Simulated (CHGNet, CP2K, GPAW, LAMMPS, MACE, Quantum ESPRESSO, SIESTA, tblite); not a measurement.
# Quantum ESPRESSO on glassy 45P2O5-55ZnO (mol %) (85 atoms): settings compared

How far do other settings of Quantum ESPRESSO move the forces in glassy 45P2O5-55ZnO (mol %) (85 atoms)? One run of the same program serves as the yardstick.

Program: Quantum ESPRESSO 7.5. Level of theory: the method is named at each step. Results are calculated unless marked as measured.

### Step 1. The starting structure

The cell holds 85 atoms: 18 P, 11 Zn and 56 O. Cell: a = 10.498 Å, b = 10.498 Å, c = 10.498 Å, α = 90.0°, β = 90.0°, γ = 90.0°. 85 atoms (18 P, 11 Zn, 56 O) placed at random at 3.06 g/cm³, melted at 4000 K for 10 ps at fixed volume with the Morse and Coulomb pair potential with partial charges (Pedone, Malavasi, Menziani, Cormack and Segre, J. Phys. Chem. B 110, 11780 (2006)). Quenched from 4000 K to 300 K at 500 K/ps and fixed volume, held 10 ps at zero pressure, then minimised at fixed cell.

The yardstick, on the same geometry:

```
method                                           : Kohn-Sham DFT, PBE, SSSP efficiency 1.3.0 pseudopotentials, plane waves (Quantum ESPRESSO 7.5); sssp-pbe-1.3.0-efficiency, cutoffs 60/480 Ry, Γ point
r.m.s. force component                           : 1.139 eV/Å
longest force                                    : 4.854 eV/Å
pressure                                         : 2.275 GPa
gap (highest filled to lowest empty level) : 1.682 eV
time                                             : 4.1 min on 4 MPI ranks of Arm Neoverse V1, shared host
CPU time                                         : 16 min
```

### Step 2. PBE, sssp-1.3.0-efficiency, 30/240 Ry

Method: Kohn-Sham DFT, PBE, SSSP efficiency 1.3.0 pseudopotentials, plane waves.

Contents of pw.in:

```
&control
  calculation = 'scf'
  pseudo_dir = './pseudo'
  outdir = './tmp'
  disk_io = 'none'
  tprnfor = .true.
  tstress = .true.
/
&system
  ibrav = 0
  nat = 85
  ntyp = 3
  ecutwfc = 30
  ecutrho = 240
  nosym = .true.
  occupations = 'smearing'
  smearing = 'fd'
  degauss = 0.003675
/
&electrons
  conv_thr = 4.3e-07
  electron_maxstep = 100
  mixing_beta = 0.4
  mixing_mode = 'plain'
  diagonalization = 'david'
/
ATOMIC_SPECIES
P 30.974 P.upf
Zn 65.380 Zn.upf
O 15.999 O.upf
CELL_PARAMETERS angstrom
10.49771 0.00000 0.00000
0.00000 10.49771 0.00000
0.00000 0.00000 10.49771
ATOMIC_POSITIONS crystal
P 0.28642 0.46483 0.98490
P 0.95120 0.19614 0.70237
P 0.68404 0.67757 0.18483
P 0.52112 0.63028 0.93716
P 0.83338 0.83531 0.82891
P 0.09152 0.16255 0.25369
P 0.51214 0.83354 0.72202
P 0.64079 0.39321 0.22864
P 0.42833 0.16434 0.52396
P 0.44830 0.98063 0.13598
P 0.12011 0.77164 0.87329
P 0.36886 0.44712 0.47094
P 0.16716 0.44558 0.25486
P 0.88971 0.95418 0.56139
P 0.40769 0.19762 0.95751
P 0.85926 0.33070 0.03727
P 0.89070 0.53240 0.51301
P 0.21819 0.91315 0.31113
Zn 0.01605 0.70226 0.16508
Zn 0.13786 0.73758 0.55698
Zn 0.62483 0.65675 0.47193
Zn 0.75616 0.51330 0.79999
Zn 0.13311 0.47638 0.69526
Zn 0.13482 0.07779 0.94158
Zn 0.64030 0.13600 0.76597
Zn 0.83540 0.24484 0.40551
Zn 0.26117 0.01966 0.72994
Zn 0.74196 0.04078 0.06344
Zn 0.62261 0.95003 0.36742
O 0.84374 0.18813 0.02379
O 0.66415 0.53994 0.23865
O 0.97727 0.36264 0.11203
O 0.81999 0.70132 0.14769
O 0.34558 0.93646 0.23317
O 0.52398 0.18183 0.62959
O 0.14403 0.29948 0.28131
O 0.58491 0.00638 0.17814
O 0.40140 0.30164 0.46931
O 0.56827 0.77229 0.60389
O 0.81349 0.63406 0.44294
O 0.50677 0.37437 0.18712
O 0.02148 0.31502 0.66649
O 0.12181 0.13050 0.11669
O 0.58871 0.51658 0.88215
O 0.73943 0.36371 0.12189
O 0.62703 0.76829 0.28100
O 0.44930 0.88381 0.03234
O 0.35765 0.33432 0.97388
O 0.80406 0.50189 0.62530
O 0.23051 0.45882 0.12100
O 0.30101 0.12067 0.57622
O 0.54389 0.18832 0.91766
O 0.85413 0.41225 0.92013
O 0.76375 0.71101 0.82037
O 0.27628 0.46856 0.35592
O 0.93863 0.09356 0.58873
[... 25 atom lines left out ...]
O 0.67704 0.31071 0.33926
O 0.38854 0.57268 0.97599
O 0.97469 0.79859 0.85414
O 0.95663 0.15232 0.29983
K_POINTS gamma
```

Launch:

```
$ OMP_NUM_THREADS=1 mpirun -np 2 pw.x -in pw.in > output.txt
```

Log:

```text
Program PWSCF
     gamma-point specific algorithms are used
     Parallelization info
     sticks:   dense  smooth     PW     G-vecs:    dense   smooth      PW
     Min        3755    1880    474               244899    86768   10910
     Max        3758    1881    475               244902    86773   10913
     Sum        7513    3761    949               489801   173541   21823
     bravais-lattice index     =            0
     lattice parameter (alat)  =      19.8378  a.u.
     unit-cell volume          =    7806.9305 (a.u.)^3
     number of atoms/cell      =           85
     number of atomic types    =            3
     number of electrons       =       646.00
     number of Kohn-Sham states=          388
     kinetic-energy cutoff     =      30.0000  Ry
     charge density cutoff     =     240.0000  Ry
     scf convergence threshold =      4.3E-07
     mixing beta               =       0.4000
     number of iterations used =            8  plain     mixing
     Exchange-correlation= SLA  PW   PBX  PBC
                           (   1   4   3   4   0   0   0)
     crystal axes: (cart. coord. in units of alat)
               a(1) = (   1.000000   0.000000   0.000000 )
               a(2) = (   0.000000   1.000000   0.000000 )
               a(3) = (   0.000000   0.000000   1.000000 )
     reciprocal axes: (cart. coord. in units 2 pi/alat)
               b(1) = (  1.000000  0.000000  0.000000 )
               b(2) = (  0.000000  1.000000  0.000000 )
               b(3) = (  0.000000  0.000000  1.000000 )
     PseudoPot. # 1 for P :
     Pseudo is Ultrasoft + core correction, Zval =  5.0
     PseudoPot. # 2 for Zn:
     Pseudo is Ultrasoft, Zval = 20.0
     PseudoPot. # 3 for O :
     Pseudo is Projector augmented-wave + core cor, Zval =  6.0
     atomic species   valence    mass     pseudopotential
     P                 5.00    30.97400     P ( 1.00)
     Zn               20.00    65.38000     Zn( 1.00)
     O                 6.00    15.99900     O ( 1.00)
     No symmetry found
   Cartesian axes
     number of k points=     1  Fermi-Dirac smearing, width (Ry)=  0.0037
                       cart. coord. in units 2pi/alat
        k(    1) = (   0.0000000   0.0000000   0.0000000), wk =   2.0000000
     Dense  grid:   244901 G-vectors     FFT dimensions: ( 100, 100, 100)
     Smooth grid:    86771 G-vectors     FFT dimensions: (  72,  72,  72)
     Check: negative core charge=   -0.000013
     Initial potential from superposition of free atoms
     starting charge     645.9955, renormalised to     646.0000
     Starting wfcs are  439 randomized atomic wfcs
     Self-consistent Calculation
     iteration #  1     ecut=    30.00 Ry     beta= 0.40
     total energy              =   -7658.14373787 Ry
     estimated scf accuracy    <      18.94798668 Ry
     iteration #  2     ecut=    30.00 Ry     beta= 0.40
     total energy              =   -7662.20015379 Ry
     estimated scf accuracy    <       1.08132347 Ry
     iteration #  3     ecut=    30.00 Ry     beta= 0.40
     total energy              =   -7662.24317097 Ry
     estimated scf accuracy    <       0.27604862 Ry
     iteration #  4     ecut=    30.00 Ry     beta= 0.40
     total energy              =   -7662.25856687 Ry
     estimated scf accuracy    <       0.04371852 Ry
     iteration #  5     ecut=    30.00 Ry     beta= 0.40
     total energy              =   -7662.25974597 Ry
     estimated scf accuracy    <       0.00491481 Ry
     iteration #  6     ecut=    30.00 Ry     beta= 0.40
     total energy              =   -7662.26048534 Ry
     estimated scf accuracy    <       0.00033983 Ry
     iteration #  7     ecut=    30.00 Ry     beta= 0.40
     total energy              =   -7662.26051199 Ry
     estimated scf accuracy    <       0.00011125 Ry
     iteration #  8     ecut=    30.00 Ry     beta= 0.40
     total energy              =   -7662.26054021 Ry
     estimated scf accuracy    <       0.00001315 Ry
     iteration #  9     ecut=    30.00 Ry     beta= 0.40
     total energy              =   -7662.26054105 Ry
     estimated scf accuracy    <       0.00000201 Ry
     iteration # 10     ecut=    30.00 Ry     beta= 0.40
     End of self-consistent calculation
          k = 0.0000 0.0000 0.0000 ( 10912 PWs)   bands (ev):
  -121.2138-121.1621-120.6768-120.6165-120.4536-120.4032-120.3794-120.1893
  -120.1869-119.6086-119.1870 -75.4725 -75.3983 -75.2922 -75.2666 -75.2635
   -75.2340 -74.8370 -74.8358 -74.8003 -74.7726 -74.7544 -74.7034 -74.6625
   -74.5928 -74.5628 -74.5522 -74.5317 -74.5273 -74.5152 -74.5106 -74.4896
   -74.4083 -74.3984 -74.3176 -74.3130 -74.2561 -74.2530 -73.7741 -73.7611
   -73.7095 -73.4076 -73.3048 -73.2691 -20.2999 -19.6369 -19.3258 -19.1716
   -18.7680 -18.5807 -18.5210 -18.5164 -18.1840 -18.0063 -17.9721 -17.6549
   -17.4419 -17.2705 -17.2078 -16.8854 -16.7384 -16.4616 -16.3150 -16.2775
   -16.2469 -16.1330 -16.0591 -15.9353 -15.7907 -15.7430 -15.7080 -15.6442
   -15.4172 -15.4014 -15.3560 -15.2923 -15.2099 -15.1140 -15.0482 -15.0317
   -14.8441 -14.8138 -14.6697 -14.6277 -14.5826 -14.5269 -14.2529 -14.1817
   -14.1452 -14.0424 -14.0047 -13.9210 -13.8417 -13.7544 -13.4902 -13.4810
   -13.4181 -13.3824 -13.0459 -12.6732 -10.6445  -9.5781  -9.0205  -8.8280
    -8.1043  -8.0921  -7.8196  -7.6929  -7.2045  -6.9814  -6.9137  -6.8841
[...]
10.4722  10.4934  10.6332  10.6617  10.8493  10.9220  10.9831  11.0933
    11.1815  11.2500  11.3265  11.3663  11.4571  11.5192  11.5879  11.6759
    11.7404  11.8237  11.8527  11.8809  11.9424  11.9896  12.0388  12.1569
    12.1934  12.2393  12.3058  12.3395  12.4071  12.4738  12.5176  12.5649
    12.6296  12.7104  12.7831  12.8037  12.8862  12.9199  12.9680  13.0361
    13.0750  13.1188  13.1605  13.1873
     the Fermi energy is     5.3803 ev
!    total energy              =   -7662.26054171 Ry
     estimated scf accuracy    <       0.00000031 Ry
     smearing contrib. (-TS)   =      -0.00000002 Ry
     internal energy E=F+TS    =   -7662.26054169 Ry
     The total energy is F=E-TS. E is the sum of the following terms:
     one-electron contribution =   -6735.38583809 Ry
     hartree contribution      =    3627.02014897 Ry
     xc contribution           =    -967.96448445 Ry
     ewald contribution        =   -3053.37617597 Ry
     one-center paw contrib.   =    -532.55419214 Ry
     convergence has been achieved in  10 iterations
     Forces acting on atoms (cartesian axes, Ry/au):
     atom    1 type  1   force =    -0.03480534   -0.03394395   -0.07912109
     atom    2 type  1   force =    -0.00909968    0.01159368    0.06983517
     atom    3 type  1   force =     0.05074324   -0.03614661   -0.00277254
     atom    4 type  1   force =     0.10922175   -0.06530377   -0.05667413
     atom    5 type  1   force =    -0.01661204   -0.05817454    0.01018252
     atom    6 type  1   force =    -0.05791873   -0.06779071   -0.10953270
     atom    7 type  1   force =     0.03572054    0.14077314   -0.06357879
     atom    8 type  1   force =    -0.04719587   -0.08304078   -0.07483607
     atom    9 type  1   force =     0.03589537   -0.05939575    0.09174037
     atom   10 type  1   force =    -0.00809628   -0.09437647   -0.16170778
     atom   11 type  1   force =    -0.03567353    0.00830420    0.00756516
     atom   12 type  1   force =     0.04942937   -0.01482005    0.07753263
[...]
atom   81 type  3   force =     0.02602118   -0.03712857   -0.07674827
     atom   82 type  3   force =     0.01992393   -0.02823858    0.07272501
     atom   83 type  3   force =    -0.05314702    0.03454687    0.04895552
     atom   84 type  3   force =    -0.01575443    0.00213261    0.00502604
     atom   85 type  3   force =    -0.02544111   -0.00727785    0.02124736
     Total force =     0.715468     Total SCF correction =     0.001534
     Computing stress (Cartesian axis) and pressure
          total   stress  (Ry/bohr**3)                   (kbar)     P=     -408.56
  -0.00279784  -0.00007574   0.00002885         -411.58      -11.14        4.24
  -0.00007574  -0.00283464   0.00006582          -11.14     -416.99        9.68
   0.00002885   0.00006582  -0.00269945            4.24        9.68     -397.10
     Message from routine punch:
     Nothing written, as per user request (disk_io='none')
```

The job ended after 2.6 min (2 MPI ranks of Arm Neoverse V1, shared host; peak memory 1.3 GiB; 5.2 min of CPU time).

Banners, paths, timers and routine set-up lines are dropped from the logs unmarked, and long logs keep their key lines alone; longer cuts are marked.

Against the reference:

| Item | Value |
| --- | --- |
| r.m.s. force component | 1.152 eV/Å |
| r.m.s. difference of force components | 45.04 meV/Å |
| longest difference of force vectors | 175.5 meV/Å |
| force difference over r.m.s. force | 3.953 % |
| slope of forces against the reference's | 1.01 |
| correlation of force components | 0.9993 |
| gap (highest filled to lowest empty level) | 1.634 eV |
| gap difference | -0.048 eV |
| pressure | -40.86 GPa |
| pressure difference | -43.13 GPa |
| energy less the same-level run's | 644.1 meV/atom |
| r.m.s. force difference from the same-level run | 45.04 meV/Å |

This is a coarse setting, run to see what it loses.

Length of the force difference by element (eV/Å):

| element | atoms | mean | most |
| --- | --- | --- | --- |
| O | 56 | 0.083 | 0.18 |
| P | 18 | 0.037 | 0.060 |
| Zn | 11 | 0.037 | 0.066 |

Levels nearest the highest filled one (eV from it): -1.11, -1.10, -1.02, -0.93, -0.84, -0.68, -0.60, -0.56, -0.52, -0.31, -0.18, 0.00, 1.63, 2.54, 2.93, 3.00, 3.18, 3.38, 3.58, 3.77, 3.84, 4.22, 4.35, 4.52.

Local excerpt of 12 atoms (numbers count through the whole input) about P10, which bears the longest force; x, y, z are measured from there.

| atom | x | y | z | distance (Å) | bonds | Fx | Fy | Fz (eV/Å) |
| --- | --- | --- | --- | --- | --- | --- | --- | --- |
| P10 | 0.00 | 0.00 | 0.00 | 0.00 | 4 | -0.21 | -2.43 | -4.16 |
| O47 | 0.01 | -1.02 | -1.09 | 1.49 | 1 | -0.22 | -0.15 | 0.09 |
| O37 | 1.43 | 0.27 | 0.44 | 1.52 | 3 | 2.30 | 0.73 | 2.12 |
| O34 | -1.08 | -0.46 | 1.02 | 1.56 | 2 | 0.62 | 0.15 | 1.36 |
| O75 | -0.48 | 1.36 | -0.59 | 1.57 | 2 | -1.60 | 2.19 | 1.76 |
| P15 | -0.43 | 2.28 | -1.87 | 2.98 | 4 | 1.46 | -2.29 | -1.01 |
| Zn29 | 1.83 | -0.32 | 2.43 | 3.06 | 4 | -0.44 | 0.70 | 0.58 |
| P18 | -2.42 | -0.71 | 1.84 | 3.12 | 4 | -1.91 | -1.04 | -1.07 |
| O81 | 0.36 | 0.96 | 3.05 | 3.22 | 2 | 0.67 | -0.95 | -1.97 |
| Zn28 | 3.08 | 0.63 | -0.76 | 3.24 | 3 | -0.13 | 0.78 | -0.85 |
| O46 | 1.88 | -2.23 | 1.52 | 3.29 | 3 | -0.83 | 0.61 | 1.30 |
| O52 | 1.00 | 2.18 | -2.29 | 3.32 | 2 | 0.85 | 0.75 | -0.04 |

Forces lie 4.0 % from the reference's, at 0.32 times its CPU time (on 2 against 4 cores).

Within one program, basis, potentials and functional, energies share a zero. Each run against its twin at the usual cutoff or grid and solver:

| run | twin | Δ energy (meV/atom) | Δ force, r.m.s. (meV/Å) | CPU time over the twin's |
| --- | --- | --- | --- | --- |
| QE PBE, sssp-1.3.0-efficiency, 30/240 Ry | sssp-1.3.0-efficiency, 60/480 Ry | 644 | 45.0 | 0.32 (this twin ran on 4 cores) |

### Step 3. Outcome

| Quantity | Value |
| --- | --- |
| force difference from the reference | QE PBE, sssp-1.3.0-efficiency, 30/240 Ry (coarse), 4.0 % |
| its CPU time | 5.2 min |

In words: Runs with settings chosen to be coarse differ by 4.0 % (QE PBE, sssp-1.3.0-efficiency, 30/240 Ry). One electronic-structure run takes under half the reference's CPU time: QE PBE, sssp-1.3.0-efficiency, 30/240 Ry, at 4.0 % in 5.2 min against 16 min; its pressure misses by -43.1 GPa. At the same functional, the gap of QE PBE, sssp-1.3.0-efficiency, 30/240 Ry lies 0.05 eV below the reference's 1.68 eV. In pressure, QE PBE, sssp-1.3.0-efficiency, 30/240 Ry misses by -43.1 GPa, at the same functional; a cutoff this low leaves a large Pulay stress. The reference's pressure holds the uncorrected Pulay stress of its 60 Ry basis, so small pressure differences, and their order, may be the reference's own error. The quench rate of 500 K/ps is many orders above laboratory rates, so the cell is likely richer in defects and strain than a real sample. The network of bonds at the start is that of the classical potential that made the cell, and needn't be the one that DFT or experiment would give. The reference's pressure of 2.3 GPa belongs to a cell and atoms that aren't relaxed at this level. The electronic-structure runs sample only Γ, in a cell whose shortest periodic width is 10 Å.

[Also dropped from logs without a mark: logging warnings of Python, and SIESTA's first energy breakdown and zero terms.]

[Logs are printed without paths, hosts, clocks, repeated set-up lines and the standing remarks that a program may print on its own settings, such as how far it seeks lower states.]

[Hosts, paths, dates, database ids (printed as entryN), source tags and the programs' standing remarks are cut or masked in the printed files.]
